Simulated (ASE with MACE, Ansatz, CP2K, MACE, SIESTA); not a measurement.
# Running aqueous NH4+ and F-, 4.6 mol of salt per kg of water at 300 K (168 atoms) with machine-learned potentials

Wanted: machine-learned potentials inputs and outputs for aqueous NH4+ and F-, 4.6 mol of salt per kg of water at 300 K (168 atoms), checked against a plane-wave reference.

Main program and level: ASE with MACE; the method is named at each step.

**1. Set-up**

The cell holds 168 atoms: 4 N, 112 H, 48 O and 4 F. Cell: a = 18.411 Å, b = 9.206 Å, c = 9.206 Å, α = 90.0°, β = 90.0°, γ = 90.0°. 24 H2O, 2 NH4+, 2 F- placed at random, at 1.08 g/cm³; overlaps pushed apart, then 10 ps at 420 K with Joung-Cheatham ions (J. Phys. Chem. B 112, 9020 (2008)); MMFF94 bonds, angles, torsions, charges and radii (Halgren, J. Comput. Chem. 17, 490 (1996)) in harmonic and 12-6 forms; SPC/E water (Berendsen, Grigera and Straatsma, J. Phys. Chem. 91, 6269 (1987)). Snapshot after 20 ps at 300 K and fixed volume. The cell was repeated 2 x 1 x 1. Then every atom was moved at random, 0.03 Å r.m.s. a Cartesian component (hydrogen 0.6 of that).

The yardstick, on the same geometry:

```
method                                           : Kohn-Sham DFT, PBE, PAW, plane waves (Ansatz 0.2.0); cutoff 420 eV, Γ point, fermi-dirac smearing of 0.05 eV; PAW set soft_2
r.m.s. force component                           : 1.084 eV/Å
longest force                                    : 7.187 eV/Å
gap (highest filled to lowest empty level) : 3.406 eV
SCF cycles                                       : 9
time                                             : 11 s on 4 threads of Arm Neoverse V2, shared host
CPU time                                         : 42 s
```

**2. MACE MP-0b2 small potential**

Method: machine-learned interatomic potential MACE MP-0b2 small, trained on PBE(+U) plane-wave data.

The input, run.py:

```python
import numpy as np
from ase.io import read
import mlip  # loads the published weights by name

atoms = read("structure.xyz")
atoms.calc = mlip.calc("mace-mp-0b2-small")
energy = atoms.get_potential_energy()
forces = atoms.get_forces()
print(f"energy {energy:.6f} eV")
print("forces (eV/A)")
for i, (a, f) in enumerate(zip(atoms, forces)):
    print(f"{i:4d} {a.symbol:2s} {f[0]:10.5f} {f[1]:10.5f} {f[2]:10.5f}")
```

The input, structure.xyz:

```xyz
168
Lattice="18.41116 0.00000 0.00000 0.00000 9.20558 0.00000 0.00000 0.00000 9.20558" Properties=species:S:1:pos:R:3 pbc="T T T"
N 1.06398 7.58429 8.33482
H 0.71564 6.66797 7.98630
H 2.12483 7.39383 8.18717
H 0.69042 8.27213 7.80201
H 0.91319 7.63097 0.20068
N 7.28364 5.38766 4.38001
H 6.58070 6.17805 4.40597
H 6.81563 4.65149 4.91863
H 7.57048 5.12383 3.45927
H 8.15209 5.67653 4.92287
O 2.07254 4.52951 1.16000
H 2.74584 3.76563 1.38700
H 1.47216 4.16635 0.42097
O 2.89203 6.27388 6.10643
H 3.60159 6.58659 5.55584
H 3.03066 6.57509 7.10680
O 1.11627 2.46295 3.89543
H 0.23806 2.85870 4.09786
H 1.09528 1.48606 3.92029
O 4.39971 2.54543 1.09252
H 4.55382 1.65691 0.67210
H 4.76499 3.26144 0.46000
O 0.34226 5.84002 2.90942
H 0.27838 6.77632 2.59956
H 1.07853 5.32552 2.46120
O 5.26651 1.36979 3.55483
H 4.52104 1.07135 4.12060
H 4.83919 1.80420 2.68103
O 7.12493 4.93281 1.50843
H 7.88200 4.11545 1.49609
H 6.38591 4.68049 0.96180
O 5.93870 3.89019 6.22518
H 6.24672 2.97423 6.36327
H 5.02882 3.88043 5.90722
O 4.92885 6.83680 4.41095
H 4.34651 6.77429 3.56302
H 5.28861 7.72357 4.43378
O 7.57417 2.65848 3.43561
H 8.17750 2.00995 2.92949
H 6.64496 2.28142 3.48266
O 3.06288 8.81922 3.50042
H 2.04309 8.78139 3.73701
H 3.20667 8.11159 2.87711
O 3.46461 6.65361 1.82123
H 3.68868 6.96402 0.90638
H 3.07853 5.71933 1.70920
O 5.16856 4.77438 8.78387
H 4.67146 5.61559 8.81720
H 5.34329 4.53623 7.85604
O 7.07799 1.40100 6.69623
H 7.99376 1.06177 7.00591
H 6.61421 0.64329 6.18486
O 6.91137 8.61477 4.60426
H 7.91993 8.83137 4.35369
H 6.33399 9.15182 4.05165
O 6.69964 7.56607 0.64117
[... 108 atom lines left out ...]
H 9.31439 4.24340 7.85319
H 17.40481 5.09685 8.67000
F 9.58338 9.10653 4.19738
F 13.02847 7.23144 8.28143
```

Started as:

```
$ OMP_NUM_THREADS=4 python run.py > output.txt
```

What it wrote:

```text
energy -812.195410 eV
forces (eV/A)
   0 N     3.59498   -4.92108    3.87069
   1 H    -0.83622   -0.02345    0.33365
   2 H    -1.21157    1.28950    0.46321
   3 H    -1.43696    3.71959   -2.51053
   4 H    -0.24279    0.35629   -1.54011
   5 N     0.31788    1.30126    2.16119
   6 H     0.51985   -0.44089   -0.40050
   7 H    -0.12170   -0.58749    0.09572
   8 H     0.10753   -0.23014   -1.11468
   9 H    -0.54017    0.25772   -0.57512
  10 O     0.79799   -2.69724   -0.31377
  11 H    -1.37296    1.15888   -0.76524
  12 H     0.85982    0.83594    1.06847
  13 O    -2.08284   -0.68749    2.52350
  14 H     1.49370    0.95053   -0.69574
  15 H     0.90270   -0.54766   -2.41148
  16 O     0.82176    0.75883   -0.40975
  17 H     0.09275   -0.46982    0.09143
  18 H    -0.70152   -0.09627    0.21597
  19 O     0.27352    0.51069    0.02157
  20 H    -0.11201    0.46745   -0.41268
  21 H    -0.43184   -0.79377    0.69680
  22 O     0.75374   -1.34987    0.29729
  23 H     0.24407   -0.46815   -0.52151
[...]
160 O     1.20943   -1.20436   -1.53884
 161 H     0.89408   -0.29295    0.18452
 162 H     0.68508   -0.59899   -0.46955
 163 O    -2.23615   -0.90839    0.26303
 164 H    -0.49945    1.22623    0.58353
 165 H     2.78141   -0.30163   -0.76788
 166 F    -0.25202    0.37943   -0.29385
 167 F     0.29310    0.25282    1.06826
```

The job ended after 5.8 s (4 threads of Arm Neoverse V2, shared host; peak memory 0.86 GiB).

Banners, paths, timers and routine set-up lines are dropped from the logs unmarked, and long logs keep their key lines alone; longer cuts are marked.

Numbers from this run, and their distance from the reference:

| Property | Result |
| --- | --- |
| r.m.s. force component | 1.066 eV/Å |
| r.m.s. difference of force components | 72.35 meV/Å |
| longest difference of force vectors | 237.5 meV/Å |
| force difference over r.m.s. force | 6.672 % |
| slope of forces against the reference's | 0.9807 |
| correlation of force components | 0.9979 |

Length of the force difference by element (eV/Å):

```
element  atoms   mean   most
      F      4  0.034  0.045
      H    112   0.13   0.24
      N      4  0.088   0.10
      O     48   0.10   0.17
```

The surroundings of H37, picked at random, nearest first, numbered as they follow in the input and with coordinates relative to it.

```
atom      x      y      z  distance (Å)  bonds     Fx     Fy  Fz (eV/Å)
 H37   0.00   0.00   0.00          0.00      1   0.28   0.75       0.05
 O35  -0.36  -0.89  -0.02          0.96      2  -1.68  -1.45      -1.37
 H36  -0.94  -0.95  -0.87          1.60      1   1.19   0.16       1.13
 H55   1.05   1.43  -0.38          1.81      1  -0.02   1.12      -0.89
 O53   1.62   0.89   0.17          1.86      2   2.56  -0.19       0.35
  H7   1.29  -1.55  -0.03          2.01      1   0.52  -0.44      -0.40
 H15  -1.69  -1.14   1.12          2.32      1   1.49   0.95      -0.70
 H43  -2.08   0.39  -1.56          2.63      1  -0.11  -1.03      -1.06
 O41  -2.23   1.10  -0.93          2.65      2  -2.61   1.39       1.62
 H27  -0.77   2.55  -0.31          2.68      1  -0.14   0.14      -0.49
```

Atoms are counted from 1 here, from 0 in the log.

Forces lie 6.7 % from the reference's, at 0.15 times its CPU time.

**3. Results**

| Quantity | Value |
| --- | --- |
| force difference from the reference | MACE MP-0b2 small potential, 6.7 % |
| its CPU time | 6.3 s |

What this shows: Machine-learned potentials differ by 6.7 % (MACE MP-0b2 small potential); they were trained on other programs' data. Machine-learned potentials mimic data converged in k, so the reference's own k-point error enters their differences. The network of contacts between molecules at the start is that of the classical potential that made the cell, and needn't be the one that DFT or experiment would give. The concentration wasn't checked against solubility and may exceed it. The reference's PBE has no dispersion term, which matters for the binding between molecules or layers. The electronic-structure runs sample only Γ, in a cell whose shortest periodic width is 9 Å.

[Also dropped from logs without a mark: logging warnings of Python, and SIESTA's first energy breakdown and zero terms.]

[Logs are printed without paths, hosts, clocks, repeated set-up lines and the standing remarks that a program may print on its own settings, such as how far it seeks lower states.]

[Hosts, paths, dates, database ids (printed as entryN), source tags and the programs' standing remarks are cut or masked in the printed files.]

[The MMFF94 radii named for the starting cell were scaled by 0.96; in molecules described by MMFF94, hydrogen bound to N, O or S took a small fixed 12-6 site in their place.]
